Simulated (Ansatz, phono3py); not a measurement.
**Heat carried by phonons in SrCl2 (Fm-3m)**

Aim: the lattice thermal conductivity of SrCl2 against temperature, and which phonons carry it.

Measurements to reproduce:
- thermal conductivity 2.3 W/m/K near room temperature (given in “Predicting the lattice thermal conductivity of solids by solving the Boltzmann transport equation: AFLOW - AAPL an automated, accurate and efficient framework”, 2017, arXiv:1611.05481)

Program: Ansatz 0.2.0. Level of theory: DFT RPBE, scalar-relativistic, plane waves, PAW. Results are calculated unless marked as measured.

This is a report of a sequence of runs, with most program output left out.

## Step 1: The starting structure

Symmetry: Fm-3m, No. 225, cubic system. The conventional cell has a = 6.977 Å, b = 6.977 Å, c = 6.977 Å, α = 90.00°, β = 90.00°, γ = 90.00°. Nearest to Sr lie 8 Cl at 3.02 Å. Nearest to Cl lie 4 Sr at 3.02 Å. Farther neighbours and most contacts between anions are not listed.

## Step 2: Probe on a coarse mesh

Before spending time, one coarse run tells the gap and the pressure of the starting cell.

The input, input.yaml:

```yaml
crystal:
  lattice:
    - [0.0, 3.48835, 3.48835]
    - [3.48835, 0.0, 3.48835]
    - [3.48835, 3.48835, 0.0]
  atoms:
    - { symbol: Sr, position: [0.0, 0.0, 0.0] }
    - { symbol: Cl, position: [0.25, 0.25, 0.25] }
    - { symbol: Cl, position: [0.75, 0.75, 0.75] }
kpoints:
  mp_grid: { grid: [4, 4, 4] }
hamiltonian:
  xc: rpbe
scf:
  occupations: { method: gaussian, width: 0.1 }
output:
  forces: true
  stress: true
  eigenvalues: true
```

The run is started by

```sh
$ ansatz run input.yaml --threads 4 --pin off --max-ram 16384MiB --backend cpu --events-out ev --progress --plain --runs-dir out
```

It took 0.46 s on 4 threads of Arm Neoverse V1, shared host; peak memory 0.31 GiB.

A gap read on the k-mesh alone can miss the band edges.

This step gave:

* pressure: 2.986 GPa
* gap on the k-mesh: 5.677 eV
* volume per atom: 28.30 Å³

The start is under 3.0 GPa at this level and looks like an insulator or semiconductor on this mesh.

## Step 3: Relaxation

The vibrations must be taken about the equilibrium of this functional, not about the starting cell, so the structure is relaxed.

input.yaml, the sections that differ from step 2:

```yaml
kpoints:
  mp_grid: { grid: [6, 6, 6] }
scf:
  occupations: { method: gaussian, width: 0.02 }
output:
  forces: true
  stress: true
  eigenvalues: true
  write_density: true
  write_potential: true
  elf: true
  volumetric_format: npy
relax:
  adjacent_minimum: "off"
  f_tol: 0.005
  max_steps: 80
  cell: { stress_tol: 0.05 }
# crystal, hamiltonian: as in step 2
```

Elapsed: 2.4 s, on 4 threads; peak memory 0.35 GiB; 8 s of CPU time.

Step by step:

```csv
step,energy less that of the first step (eV),largest force component (eV/Å),pressure (GPa),volume (Å³)
1,0.0000,0.0000,2.99,84.90
2,-0.0658,0.0000,0.22,91.89
3,-0.0663,0.0000,0.03,92.51
4*,-0.0665,0.0000,0.03,92.51
```

Relaxation steps marked * repeat the geometry before them on a plane-wave basis chosen anew for their cell, so energy and pressure can jump there.

The run keeps the 48 symmetry operations that it works with, so distortions that break them were not tested.

```csv
"conventional cell, symmetrised",before,after,change
a (Å),6.977,7.179,+2.9 %
b (Å),6.977,7.179,+2.9 %
c (Å),6.977,7.179,+2.9 %
volume (Å³/atom),28.30,30.84,+9.0 %
```

The relaxed structure:

```cif
data_structure
_symmetry_space_group_name_H-M 'P 1'
_symmetry_Int_Tables_number 1
_cell_length_a 5.0765
_cell_length_b 5.0765
_cell_length_c 5.0765
_cell_angle_alpha 60.000
_cell_angle_beta 60.000
_cell_angle_gamma 60.000
_cell_volume 92.51
loop_
_atom_site_label
_atom_site_type_symbol
_atom_site_fract_x
_atom_site_fract_y
_atom_site_fract_z
_atom_site_occupancy
Sr1 Sr 0.00000 0.00000 0.00000 1
Cl2 Cl 0.25000 0.25000 0.25000 1
Cl3 Cl 0.75000 0.75000 0.75000 1
```

Numbers from this step:

- pressure: 0.03436 GPa
- gap on the k-mesh: 5.337 eV
- volume per atom: 30.84 Å³

Valence density in the ac plane of a cell with a along [110], b along [-110] and c along [001] of the cube at fractional y = 0.000, with atoms of Sr and Cl within 0.2 Å of it. It is the smooth field of the valence electrons, not physical close to the nuclei.

Values in e/Å³, 11 rows by 16 columns, each cell a mean:
```
2.2 0.8 0.1 0.1 0.2 0.1 0.4 2.1 2.2 0.8 0.1 0.1 0.2 0.1 0.4 2.1
0.5 0.2 0.3 1.0 1.1 0.4 0.1 0.4 0.5 0.2 0.3 1.0 1.1 0.4 0.1 0.4
0.0 0.1 0.6 1.4 1.0 0.9 0.1 0.0 0.0 0.1 0.6 1.4 1.0 0.9 0.1 0.0
0.0 0.0 0.3 1.2 1.4 0.5 0.1 0.0 0.0 0.0 0.3 1.2 1.4 0.5 0.1 0.0
0.0 0.0 0.1 0.2 0.3 0.1 0.0 0.0 0.0 0.0 0.1 0.2 0.3 0.1 0.0 0.0
0.0 0.0 0.0 0.1 0.1 0.0 0.0 0.0 0.0 0.0 0.0 0.1 0.1 0.0 0.0 0.0
0.0 0.0 0.1 0.4 0.5 0.2 0.0 0.0 0.0 0.0 0.1 0.4 0.5 0.2 0.0 0.0
0.0 0.0 0.4 1.4 1.4 0.7 0.1 0.0 0.0 0.0 0.4 1.4 1.4 0.7 0.1 0.0
0.0 0.1 0.5 1.4 1.2 0.8 0.1 0.0 0.0 0.1 0.5 1.4 1.2 0.8 0.1 0.0
0.9 0.3 0.2 0.7 0.8 0.3 0.2 0.7 0.9 0.3 0.2 0.7 0.8 0.3 0.2 0.7
2.3 1.0 0.1 0.1 0.1 0.1 0.5 2.2 2.3 1.0 0.1 0.1 0.1 0.1 0.5 2.2
```
Columns run along a (10.2 Å), rows up along c (7.2 Å), edges of the conventional cell, whose origin can differ from the input's. Atoms in or near the plane, at fractional coordinates: Sr at (0.00, 0.00), Sr at (0.50, 0.00), Cl at (0.25, 0.25), Cl at (0.75, 0.25), Cl at (0.25, 0.75), Cl at (0.75, 0.75).

Electrostatic potential energy in the ac plane of a cell with a along [110], b along [-110] and c along [001] of the cube at fractional y = 0.000, with atoms of Sr and Cl within 0.2 Å of it. With pseudopotentials it is smooth inside the atoms' cores, unlike the true potential.

Ten even steps from '0' (-71 eV) to '9' (9 eV), each cell a mean:
```
00589999999850002799999999720
24789999999874226899999999862
78899987899988778999877899987
89999743479999899998644689999
99999632369999999998422489999
99999632369999999998433589999
99999865689999999999755799999
99999998999999999999988999999
99999999999999999999999999999
99999999999999999999999999999
99999999999999999999999999999
99999999999999999999999999999
99999987899999999999877899999
99999743479999999998644689999
99999632369999999998422489999
99999632369999999998433589999
88999865689998888999755799988
56899998999986567899988999875
02689999999861004899999999840
00589999999850001799999998710
```
Columns run along a (10.2 Å; values clipped at the 3rd and 97th percentile), rows up along c (7.2 Å), edges of the conventional cell, whose origin can differ from the input's. Atoms in or near the plane, at fractional coordinates: Sr at (0.00, 0.00), Sr at (0.50, 0.00), Cl at (0.25, 0.25), Cl at (0.75, 0.25), Cl at (0.25, 0.75), Cl at (0.75, 0.75).

ELF in the ac plane of a cell with a along [110], b along [-110] and c along [001] of the cube at fractional y = 0.000, with atoms of Sr and Cl within 0.2 Å of it. It is the smooth field of the valence electrons, not physical close to the nuclei.

Ten even steps from '0' (0.00) to '9' (0.87), each cell a mean:
```
48940122210498469710122101795
99712578752279999413777741489
86215999995126874138999973147
21038998998301210169988996102
00169974799510000389955998300
00169976899610000489966998300
00158999998510000369999996300
00036899986300000147899874100
00012455542000000013455431000
00000001000000000000010000000
00000122211000000001222210000
00014678764200000135777753100
00147999997410000258999985200
00158998998510000379988997300
00169974799610000489855898300
00159986899500000279966997200
53127999997213542159999995114
98414899983148997226899861279
79831355531389789612455411698
17950001000597149720010002894
```
Columns run along a (10.2 Å), rows up along c (7.2 Å), edges of the conventional cell, whose origin can differ from the input's. Atoms in or near the plane, at fractional coordinates: Sr at (0.00, 0.00), Sr at (0.50, 0.00), Cl at (0.25, 0.25), Cl at (0.75, 0.25), Cl at (0.25, 0.75), Cl at (0.75, 0.75).

The relaxation ends with a pressure of 0.03 GPa.

## Step 4: A second relaxation

The relaxation is run once more from where the first one ended, as the script does after a large change of volume or of the gap, with mesh and occupations reviewed.

input.yaml, as its differences from that of step 3:

```diff
@@ -2,5 +2,5 @@
   lattice:
-    - [0.0, 3.48835, 3.48835]
-    - [3.48835, 0.0, 3.48835]
-    - [3.48835, 3.48835, 0.0]
+    - [0.0, 3.5896034641, 3.5896034641]
+    - [3.5896034641, 0.0, 3.5896034641]
+    - [3.5896034641, 3.5896034641, 0.0]
   atoms:
```

It took 1.4 s on 4 threads; peak memory 0.35 GiB.

Little changed from the start: no atom moved by 0.005 Å and no cell edge by 0.1 %.

Valence density in the ac plane of a cell with a along [110], b along [-110] and c along [001] of the cube at fractional y = 0.000, with atoms of Sr and Cl within 0.2 Å of it. It is the smooth field of the valence electrons, not physical close to the nuclei.

Ten even steps from '0' (0.0 e/Å³) to '9' (2.6 e/Å³), each cell a mean:
```
89410000000149897200000000279
85200011100025874100011000147
21000134310001221001233210012
00001366631000000002566520000
00001551551000000013622631000
00001453541000000003644620000
00000255520000000001455310000
00000112110000000000122100000
00000000000000000000000000000
00000000000000000000000000000
00000000000000000000000000000
00000011000000000000011000000
00000134310000000001233210000
00001366631000000002566520000
00001551551000000013622630000
00001463641000000003644630000
00001255521000000001455410000
43100122110013442000122100024
98300000000038995100000000159
69510000000159688200000000288
```
Columns run along a (10.2 Å), rows up along c (7.2 Å), edges of the conventional cell, whose origin can differ from the input's. Atoms in or near the plane, at fractional coordinates: Sr at (0.00, 0.00), Sr at (0.50, 0.00), Cl at (0.25, 0.25), Cl at (0.75, 0.25), Cl at (0.25, 0.75), Cl at (0.75, 0.75).

Electrostatic potential energy in the ac plane of a cell with a along [110], b along [-110] and c along [001] of the cube at fractional y = 0.000, with atoms of Sr and Cl within 0.2 Å of it. With pseudopotentials it is smooth inside the atoms' cores, unlike the true potential.

Ten even steps from '0' (-71 eV) to '9' (9 eV), each cell a mean:
```
00589999999850002799999999720
24789999999874226899999999862
78899987899988778999877899987
89999743479999899998644689999
99999632369999999998422489999
99999632369999999998433589999
99999865689999999999755799999
99999998999999999999988999999
99999999999999999999999999999
99999999999999999999999999999
99999999999999999999999999999
99999999999999999999999999999
99999987899999999999877899999
99999743479999999998644689999
99999632369999999998422489999
99999632369999999998433589999
88999865689998888999755799988
56899998999986567899988999875
02689999999861004899999999840
00589999999850001799999998710
```
Columns run along a (10.2 Å; values clipped at the 3rd and 97th percentile), rows up along c (7.2 Å), edges of the conventional cell, whose origin can differ from the input's. Atoms in or near the plane, at fractional coordinates: Sr at (0.00, 0.00), Sr at (0.50, 0.00), Cl at (0.25, 0.25), Cl at (0.75, 0.25), Cl at (0.25, 0.75), Cl at (0.75, 0.75).

ELF in the ac plane of a cell with a along [110], b along [-110] and c along [001] of the cube at fractional y = 0.000, with atoms of Sr and Cl within 0.2 Å of it. It is the smooth field of the valence electrons, not physical close to the nuclei.

Ten even steps from '_' (0.00) to '@' (0.87), each cell a mean:
```
==%%@@==__..::::::..__==@@%%==**@@##..__..::::..__..##@@++
@@@@##..::++##%%##++::::##@@@@@@@@==..--########==..==%%@@
%%**::..++@@@@@@@@@@++..::**%%##==..--%%@@@@@@@@##--..==##
::..__--%%@@@@%%@@@@%%--__..::..__..**@@@@%%%%@@@@**..__::
____..**@@@@##==##@@@@++..________--%%@@@@++++@@@@%%--____
____..**@@@@##**%%@@@@**..________==%%@@@@****@@@@%%--____
____..++%%@@@@@@@@@@%%++..________--**@@@@@@@@@@@@**--____
______--**%%@@@@@@%%**--__________..==##%%@@@@%%##==..____
______..::==++++++==::______________..--==++++==--..______
______________..__________________________..______________
__________..::::::....________________..::::::::..________
______..==**##%%##**==::__________..--++########++--..____
____..==##@@@@@@@@@@##==..________::++%%@@@@@@@@%%++::____
____..++%%@@@@%%@@@@%%++..________--##@@@@%%%%@@@@##--____
____..**@@@@##==##@@@@**..________==%%@@%%++++%%@@%%--____
____..++@@@@%%**%%@@@@++__________::##@@@@****@@@@##::____
++--..::##@@@@@@@@@@##::..--++==::..++@@@@@@@@@@@@++....==
@@%%==..==%%@@@@@@%%--..==%%@@@@##::::**%%@@@@%%**..::##@@
##@@%%--..--++++++--..--%%@@##%%@@**..::==++++==....**@@%%
..##@@++______..______++@@##..==@@##::____..______::%%@@==
```
Columns run along a (10.2 Å), rows up along c (7.2 Å), edges of the conventional cell, whose origin can differ from the input's. Atoms in or near the plane, at fractional coordinates: Sr at (0.00, 0.00), Sr at (0.50, 0.00), Cl at (0.25, 0.25), Cl at (0.75, 0.25), Cl at (0.25, 0.75), Cl at (0.75, 0.75).

## Step 5: Relaxing to small residual forces and stress

The thresholds are tightened for a last relaxation ahead of the phonons, and where mesh or smearing change with them the cell follows.

input.yaml, the sections that differ from step 4:

```yaml
scf:
  occupations: { method: fixed }
output:
  forces: true
  stress: true
  eigenvalues: true
relax:
  adjacent_minimum: "off"
  f_tol: 0.001
  max_steps: 60
  cell: { stress_tol: 0.01 }
# crystal, kpoints, hamiltonian: as in step 4
```

Wall time 1.7 s (4 threads); peak memory 0.35 GiB; 5.7 s of CPU time.

Little changed from the start: no atom moved by 0.005 Å and no cell edge by 0.1 %.

This step gave:

```yaml
pressure: 0.007215 GPa
gap_on_the_k_mesh: 5.333 eV
volume_per_atom: 30.86 Å³
```

The residual pressure is 0.0072 GPa, small enough for phonons.

## Step 6: An input with a fault

This input was changed on purpose, to see how the program answers.

The input, input.yaml:

```yaml
crystal:
  lattice:
    - [0.0, 3.5907492735, 3.5907492735]
    - [3.5907492735, 0.0, 3.5907492735]
    - [3.5907492735, 3.5907492735, 0.0]
  atoms:
    - { symbol: Sr, position: [0.0, 0.0, 0.0] }
    - { symbol: Cl, position: [0.25, 0.25, 0.25] }
    - { symbol: Cl, position: [0.75, 0.75, 0.75] }
kpoints:
  mp_grid: { grid: [4, 4, 4] }
hamiltonian:
  xc: rpbe
scf:
  occupations: { method: fixed }
  max_iter: 50
output:
  eigenvalues: true
phonons:
  supercell: [2, 2, 2]
  dielectric: false
  third_order: { supercell: [2, 2, 2], pair_cutoff: 3.26 }
  lattice_thermal_conductivity:
    qmesh: [7, 8, 9]
    temperatures: [300]
    isotope_mass_variance:
      - { species: Cl, variance: 0.0005827 }
      - { species: Sr, variance: 6.1e-05 }
```

Wall time 0.11 s (4 threads); peak memory 0.096 GiB.

The input was rejected at the start.

The program's message: “Error: invalid value for `phonons.lattice_thermal_conductivity.qmesh`: [7, 8, 9] is not mapped onto itself by every operation of the crystal's point group, which phonons.lattice_thermal_conductivity r …”

The fault put into the input: a q mesh that breaks the point group.

## Step 7: A first look at the harmonic spectrum

Third-order constants cost many supercell runs, so a linear-response run first checks that the crystal is harmonically stable.

input.yaml, the sections that differ from step 6:

```yaml
scf:
  occupations: { method: fixed }
phonons:
  method: dfpt
  dielectric: true
  rigid_motions: translations
  qmesh: [2, 2, 2]
  temperatures: { t_max: 1000, t_step: 50 }
  qpath:
    path:
      - [[0.0, 0.0, 0.0], [0.5, 0.0, 0.5], [0.625, 0.25, 0.625]]
      - [[0.375, 0.375, 0.75], [0.0, 0.0, 0.0], [0.5, 0.5, 0.5], [0.5, 0.25, 0.75], [0.5, 0.0, 0.5]]
    npoints: 10
# crystal, kpoints, hamiltonian, output: as in step 6
```

Run time: 16 s. Hardware: 4 threads; peak memory 0.55 GiB.

This step gave:

- lowest frequency on the path: 0 cm⁻¹
- zero-point energy: 0.06398 eV/cell
- point group: m-3m
- highest frequency: 206.4 cm⁻¹
- Debye temperature from the second moment: 228 K

LO-TO term included. Phonon branches along the path, in cm⁻¹:

```csv
point,branch 1,branch 2,branch 3,branch 4,branch 5,branch 6,branch 7,branch 8,branch 9
Γ,0,0,0,107,107,159,159,159,206
halfway,38,38,94,95,95,118,164,164,201
X,39,67,67,73,73,137,166,166,192
halfway,44,67,73,78,80,132,164,165,190
U,55,68,87,90,96,119,158,164,185
jump to K,55,68,87,90,96,119,158,164,185
halfway,46,57,81,95,125,138,143,166,186
Γ,0,0,0,107,107,159,159,159,206
halfway,45,45,67,112,112,151,151,155,189
L,59,59,104,130,130,134,134,156,160
halfway,64,80,87,97,110,133,136,171,173
W,59,65,70,104,104,131,131,178,180
halfway,48,68,71,79,95,128,157,169,188
X,39,67,67,73,73,137,166,166,192
```

The phonon density of states has structure finer than the step of the table below, so its rows give means over 10 cm⁻¹, whole bins alone (the curve runs from 1 to 207 cm⁻¹). Peaks (cm⁻¹: height): 65.0: 0.125, 91.0: 0.104, 109.0: 0.0947, 117.0: 0.0699, 165.0: 0.116.

Tetrahedra on 16 16 16, mean over bins of 2 cm⁻¹. Phonon density of states against wavenumber; means over each step:

```csv
wavenumber (cm⁻¹),phonon density of states (1/cm⁻¹/cell)
10,6.5e-4
20,0.00303
30,0.00745
40,0.0155
50,0.0336
60,0.0847
70,0.0754
80,0.0396
90,0.0729
100,0.0753
110,0.0738
120,0.0608
130,0.0436
140,0.0410
150,0.0403
160,0.0740
170,0.0697
180,0.0450
190,0.0327
200,0.0107
```

Lowest modes at the softest wavevector of the mesh; phase exp(i q.(R + tau)). The modes at q = (0.500, 0.500, 0.000) (shares of kinetic energy by element, %):

```csv
mode,frequency (cm⁻¹),Sr %,Cl %
1,39.3,0,100
2,66.8,98,2
3,66.8,98,2
4,73.0,0,100
5,73.0,0,100
6,137.0,100,0
```

Displacements in mode 1 (39.3 cm⁻¹), the largest set to 1, in the home cell:
```
Sr1 0.00 0.00 0.00
Cl2 0.00 0.00 1.00
Cl3 0.00 0.00 1.00
```

Displacements in mode 2 (66.8 cm⁻¹), the largest set to 1, in the home cell:
```
Sr1 1.00 0.00 0.00
Cl2 0.00 0.14 0.00
Cl3 0.00 0.14 0.00
```

Born charge (rows field, columns displacement) (e), principal values of the symmetric part by kind of site:

```csv
atom,atoms with these values,low,middle,high,mean
Sr1,1,2.51,2.51,2.51,2.51
Cl2,2,-1.26,-1.26,-1.26,-1.26
```

In full for Sr1:

```
2.51 0.00 0.00
0.00 2.51 0.00
0.00 0.00 2.51
```

ε∞:

```
2.75 0.00 0.00
0.00 2.75 0.00
0.00 0.00 2.75
```

Transverse modes. Infrared lines, with heights relative to the strongest:

```csv
position (cm⁻¹),label,"IR intensity ((D/A)^2/amu), degenerate modes summed, relative"
107,T1u,100
159,T2g,0.0
```

Harmonic. Thermo, by row:

```csv
T (K),F_vib (meV/atom),S (J/mol-atom/K),C_V (J/mol-atom/K)
0,21.33,0,0
50,20.27,6.438,11.62
100,13.98,17.5,19.68
150,2.59,26.06,22.33
200,-12.69,32.65,23.41
250,-31.03,37.94,23.94
300,-51.86,42.34,24.24
350,-74.79,46.09,24.42
400,-99.54,49.35,24.54
450,-125.9,52.25,24.62
500,-153.6,54.85,24.68
550,-182.7,57.2,24.73
600,-212.9,59.36,24.76
650,-244.2,61.34,24.79
700,-276.4,63.18,24.81
750,-309.6,64.89,24.83
800,-343.7,66.49,24.84
850,-378.5,68,24.85
900,-414.1,69.42,24.86
950,-450.5,70.76,24.87
1000,-487.5,72.04,24.88
```

No mode is imaginary beyond numerical noise at the solved wavevectors.

(Continued in part 2 of 2.)

[Logs are printed without paths, hosts, clocks, repeated set-up lines and the standing remarks that a program may print on its own settings, such as how far it seeks lower states.]

[Hosts, paths, dates, database ids (printed as entryN), source tags and the programs' standing remarks are cut or masked in the printed files.]

[A step with changed settings may run another functional than the one named; its input shows which.]
